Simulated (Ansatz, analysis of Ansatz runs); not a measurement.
# V_K centre (self-trapped hole) in LiF: local vibrational mode, PBE, part 2 of 2

Subject: V_K centre (self-trapped hole) in LiF. Wanted: its local vibrational mode, in one set-up (PBE, 216-site cell, PBE lattice, 420 eV, k: the zone centre alone). The model is a cell of 216 host atoms. The frequencies come from force constants among the defect atom and its neighbours, with the masses of the isotopes named. A larger cell tests how far the defect's images disturb the number.

Ansatz 0.2.0; PBE, 216-site cell, PBE lattice, 420 eV, k: the zone centre alone.

So far: Starting point; Relaxation, charge +1.

## (2) Relaxation, charge +1 (continued)

Level of this step: plane-wave PAW DFT, PBE; relaxation of all atoms of a defect supercell (Ansatz).

Relaxation path:

| step | energy less that of the first step (eV) | largest force component (eV/Å) |
| --- | --- | --- |
| 1 | 0.0000 | 2.8436 |
| 2 | -0.9208 | 1.5659 |
| 3 | -1.5340 | 0.5232 |
| 4 | -1.6365 | 0.0121 |
| 5 | -1.6365 | 0.0117 |
| 6 | -1.6368 | 0.0007 |

The atoms that moved most (Å, from the sites as typed, ahead of the random displacement):

| atom | dx | dy | dz | length |
| --- | --- | --- | --- | --- |
| F109 | -0.318 | -0.317 | 0.000 | 0.449 |
| F112 | 0.317 | 0.318 | 0.000 | 0.449 |

The atoms nearest to the centre after the run:

| atom | distance (Å) |
| --- | --- |
| F109 | 1.437 |
| Li106 | 1.437 |
| Li107 | 1.438 |
| F112 | 1.439 |
| Li113 | 2.489 |
| F118 | 2.490 |
| F119 | 2.490 |
| Li116 | 2.491 |
| Li105 | 2.491 |
| F110 | 2.491 |
| F111 | 2.492 |
| Li108 | 2.492 |

Among the bonds that opened: F112–F109 1.98 to 2.88 Å.

Numbers from this step:

```
free energy                           : -109747.2293 eV
smearing term TS                      : 0.02163 eV
total moment                          : 1 μB
integral of the absolute spin density : 1.057 μB
spin contamination                    : 4.99e-5
```

## (3) Local vibrational modes

A local mode lives on the defect and the atoms next to it, so only the sites listed in the input are displaced, which costs far fewer SCF runs than the whole cell would.

This step: plane-wave PAW DFT, PBE; finite-displacement force constants among the atoms nearest to a defect, the others at rest.

The input, modes/input.yaml:

```yaml
crystal:
  lattice:
    - [12.20138625, 0.0, 0.0]
    - [0.0, 12.20138625, 0.0]
    - [0.0, 0.0, 12.20138625]
  atoms:
    - { symbol: Li, position: [8.1734e-05, 5.3567e-05, -7.8014e-05] }
    - { symbol: Li, position: [8.1249e-05, 0.166718772, 0.166589682] }
[... 102 atom lines left out ...]
    - { symbol: Li, position: [0.333414575, 0.333383356, 0.333228599] }
    - { symbol: Li, position: [0.333430965, 0.500031133, 0.499923348] }
    - { symbol: Li, position: [0.500060527, 0.333398833, 0.499920293] }
    - { symbol: Li, position: [0.500077913, 0.500049813, 0.333232614] }
    - { symbol: F, position: [0.333418658, 0.33339469, 0.499917234] }
    - { symbol: F, position: [0.333410467, 0.500052175, 0.333242653] }
    - { symbol: F, position: [0.500077665, 0.333387368, 0.333242148] }
    - { symbol: F, position: [0.500068245, 0.500045711, 0.49991701] }
    - { symbol: Li, position: [0.333412412, 0.333388175, 0.666611752] }
[... 2 atom lines left out ...]
    - { symbol: Li, position: [0.500074638, 0.50004872, 0.666606653] }
[... 1 atom line left out ...]
    - { symbol: F, position: [0.333411239, 0.50005288, 0.666592408] }
    - { symbol: F, position: [0.500076932, 0.333387304, 0.666592207] }
[... 96 atom lines left out ...]
    - { symbol: F, position: [0.83340888, 0.833384078, 0.833247612] }
total_charge: 1
basis:
  ecutwfc: 420
  xc_grid: 2
hamiltonian:
  xc: pbe
kpoints:
  mp_grid: { grid: [1, 1, 1] }
magnetization:
  spin_polarized: true
  initial_magnetization: 1
  spin_locking: { lock_magnetization: hard }
scf:
  occupations: { method: fermi_dirac, width: 0.01 }
  max_iter: 120
output: {}
checkpoint:
  read: "../relax.run"
phonons:
  supercell: [1, 1, 1]
  displaced_sites: [105, 108, 111]
```

The run is started by

```console
$ ansatz run input.yaml --threads 4 --pin off --max-ram 7536MiB --backend cpu --events-out ev --progress --plain --runs-dir out
```

Numbers of over 12 decimals in the logs are rounded to 6 here.

Output:

```text
[...]
Warning: the atoms were moved onto the symmetric positions of the space group found under crystal.symmetry.tolerance 1.0e-5 (fractional; [...]
Warning: at least one further symmetry operation maps every atom of the structure, as the run holds it, onto an atom to within 2.31e-5 (fractional), and is not used: no operation is sought that the atoms, as the run holds them, miss by more than 2.00e-5, [...]
Warning: checkpoint.read: the run can stay near the saved state's solution: 143 site(s) moved relative to the saved geometry (max |Δs| = 6.223e-6 fractional); [...]
[...]
Crystal: 216 atoms, lattice volume = 1816.467 Å³
Basis set: ecut = 420 eV, 35513 PW (Γ), exchange–correlation on 180×180×180 points (8 copies of the dense FFT grid, shifted against one another)
Bands: 756, of which v1, the nominal top of the filled ones, is band 540 counted from 1 (539 counted from 0)
Symmetry: 8 space group operations
[...]
symmetry images taken by strict's conditions (phonons.symmetry_images: auto; settled by no image being taken that strict refuses)
  force constants formed among 3 of 216 sites (Li 105, F 108, F 111); the other 213 at rest. The modes move the named sites alone.
  the frequencies, the zero-point energy and the sums are of the block with the acoustic sum rule laid on its rows. Row sums over every site: 5.8e-3 eV/Å² at the most
  transpose residual: 2.6e-4 eV/Å²
  largest component of a force at the reference: 5.3e-4 eV/Å on a named site, 5.3e-4 eV/Å on a site at rest
  frequencies among the named sites at Γ of the cell (cm⁻¹): 231.02 258.62 259.56 259.74 265.56 290.28 353.22 354.31 357.03
  unstable modes among the named sites: 0
  frequencies as built, with no sum rule (cm⁻¹): 231.12 258.70 259.70 259.85 265.64 290.36 353.53 354.61 357.32
  zero-point energy: 0.162998 eV/cell   skipped modes (ω ≤ 0): 0
  not written: the harmonic force-constant file, the file of eigenvectors (these modes' are written with the force constants), the density of states and the dispersion, which are of every site
[key lines of the parts left out:]
SCF converged after 7 iterations
Magnetization: 1.0000 μB (540.0000 up, 539.0000 down)
Free energy (F): -109747.229271 eV
Fermi energy:    0.761521 (↑ 5.179794, ↓ 0.761521) eV
```

The job ended after 15 min (4 threads of Intel Xeon Platinum 8488C (Sapphire Rapids), shared host; peak memory 4 GiB).

The column dr2 measures how far the density is from self-consistency, as an energy; F and HF (Harris–Foulkes) agree once it is small.

Read from the output:

* free energy: -109747.2293 eV
* smearing term TS: 0.02163 eV
* total moment: 1.0000 μB
* integral of the absolute spin density: 1.057 μB
* spin contamination: 4.99e-5

The modes with the largest weight on the probed atoms (the light atom of a pair), for the masses of each isotope. Modes of the displaced atoms (local only where they lie over the host's phonons):

| isotopes | mode (cm⁻¹) | share of the defect atoms |
| --- | --- | --- |
| n | 290.3 | 0.978 |
| n | 265.6 | 0.963 |
| n | 259.7 | 1 |
| n | 259.6 | 0.916 |
| n | 258.6 | 0.988 |
| n | 231 | 0.979 |

## (4) Outcome

This set-up is not sound: the two halogen atoms part to 2.88 Å, so no dimer forms at this level and there is no stretch to set beside the measurement.

[Logs are printed without paths, hosts, clocks, repeated set-up lines and the standing remarks that a program may print on its own settings, such as how far it seeks lower states.]

[Hosts, paths, dates, database ids (printed as entryN), source tags and the programs' standing remarks are cut or masked in the printed files.]

[For some hosts the program warned that the k-mesh of the response run may be too coarse for force constants and the static dielectric constant; such warnings are not shown here.]
